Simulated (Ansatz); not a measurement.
**Co3HgP (Pm-3m): the Drude term of Re ε in the infrared**

Re ε of Co3HgP (Pm-3m) at low photon energies is read from one computed spectrum; the carriers' damping was typed as γ = 0.05 eV.

Cell: a, b, c = 4.175, 4.175, 4.175 Å (primitive vectors), 5 atoms.

Method: Ansatz 0.2.0, PBE, independent particles, k-mesh 8×8×8 with interpolation inside its cells, Gaussian parameter 0.2 eV.

Launch of the response step: `ansatz run input.yaml --threads 2 --pin off --max-ram 5120MiB --backend cpu --events-out ev --progress --plain --runs-dir out`. The run took 3.6 min, on 2 threads of Intel(R) Xeon(R) 6975P-C (Granite Rapids) (shared host).

| photon energy E (eV) | wavelength (µm) | Re ε |
| --- | --- | --- |
| 0.25 | 4.96 | -83.7 |
| 0.30 | 4.13 | -50.9 |
| 0.35 | 3.54 | -32.3 |
| 0.40 | 3.10 | -21.0 |
| 0.50 | 2.48 | ? |
| 0.60 | 2.07 | -6.4 |
| 0.70 | 1.77 | -6.7 |

A Drude term over a constant background gives Re ε = ε_b − ωp²/(E² + γ²), linear in 1/(E² + γ²).

Working, on the rows shown:

| x = 1/(E² + γ²) (eV⁻²) | y = Re ε |
| --- | --- |
| 15.3846 | -83.7 |
| 10.8108 | -50.9 |
| 8 | -32.3 |
| 6.15385 | -21 |
| 2.75862 | -6.4 |
| 2.03046 | -6.7 |

Means: x̄ = 7.5231, ȳ = -33.5. Σ(x − x̄)(y − ȳ) = -744.7, Σ(x − x̄)² = 127.6. Slope = -744.7 / 127.6 = -5.837; intercept = ȳ − slope · x̄ = 10.413. The line misses the rows shown by at most 5.3.

**Question.** What does the fit predict for the withheld row, and how well does it do?

**Answer.** At x = 3.9604 the line gives y = -12.704. The run gave -9.7, so the interpolation is off by 3, 4 % of the range in the table.

Refitted with all rows, the slope is -5.903 and the intercept 11.307. These give ωp = √(−slope) = 2.43 eV, against 3.06 eV from the program's Fermi-surface sum, and an intercept of 11.3. Taking the program's Drude term off the rows leaves 60 at the lowest energy and 12 at the highest, so the background isn't constant: interband transitions lie in or near the window, and neither fitted number can be trusted. The structure is a model and need not exist. The values come from a sum over the points of one k-mesh and carry its error, which is largest for Fermi-surface quantities. Spin-orbit coupling is left out.
